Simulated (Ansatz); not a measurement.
# Static equation of state of random fluorite-type alloy of CaF2 and CdF2 (96 atoms)

The cell holds 96 atoms: 20 Ca, 64 F and 12 Cd. Its edges and angles: a = 11.149 Å, b = 11.149 Å, c = 11.149 Å, α = 90.0°, β = 90.0°, γ = 90.0°. It derives from CaF2 (fluorite-type) and CdF2, repeated 2×2×2. The starting structure: Fluorite-type CaF2, 2 x 2 x 2 conventional cells, 12 of 32 Ca sites given to Cd at random (x = 0.375), lattice by Vegard's rule (a = 5.436 Å); every coordinate displaced by a Gaussian of 0.09 Å.

Calculated with Ansatz 0.2.0: Kohn-Sham DFT, revPBE, PAW (set soft_2), plane waves; cutoff 420 eV, Γ point, fixed occupations. Cell and atoms were relaxed first, to V0 = 14.436 Å³ an atom at a residual P0 = 0.023 GPa. The cell was then scaled evenly, and the atoms were relaxed at each volume.

| volume (Å³/atom) | pressure (GPa) |
| --- | --- |
| 12.992 | ? |
| 13.569 | 5.248 |
| 14.003 | 2.409 |
| 14.869 | -2.000 |
| 15.302 | -3.723 |

**Question.** Fit the third-order Birch–Murnaghan equation to the rows given and extrapolate to the withheld row.

Worked fit:

Take the Eulerian strain f = ½[(V0/V)^(2/3) − 1] and the normalised pressure F = (P − P0) / [3f(1 + 2f)^(5/2)]. The third-order Birch–Murnaghan equation is then the line F = B0 + (3/2)B0(B′ − 4) f, so u = f and v = F.

| u = f | v = F (GPa) |
| --- | --- |
| 0.0210564 | 74.6041 |
| 0.0102568 | 73.6983 |
| -0.00975650 | 72.6185 |
| -0.0190506 | 72.2302 |

With n = 4: mean u = 6.2652e-4, mean v = 73.2878, Σ(u − ū)² = 0.0010051, Σ(u − ū)(v − v̄) = 0.058605. Slope b = 0.058605 / 0.0010051 = 58.307; intercept a = v̄ − b ū = 73.251.

So B0 = a = 73.3 GPa and B′ = 4 + 2b/(3a) = 4.53. At the withheld volume f = 0.03638, F = a + b f = 75.37 GPa, and P = P0 + 3f(1 + 2f)^(5/2) F.

Prediction at 12.992: 9.829 GPa. The run gave 9.842 GPa, so the fit is low by 0.012 GPa (0.13 % of the value).

B′ = 4.5 lies in the range of 3 to 6 that is common for dense crystals. Among the rows given, the largest miss of the fit is at 13.569, by 0.0088 GPa (0.065 % of the range of the table).

Limits: Static cells at zero temperature; the cell shape is held. The program notes that the SCF threshold of these relaxations is loose for the stress. Only the Γ point is sampled, in a cell whose shortest periodic width is 11 Å.

[Hosts, paths, dates, database ids (printed as entryN), source tags and the programs' standing remarks are cut or masked in the printed files.]
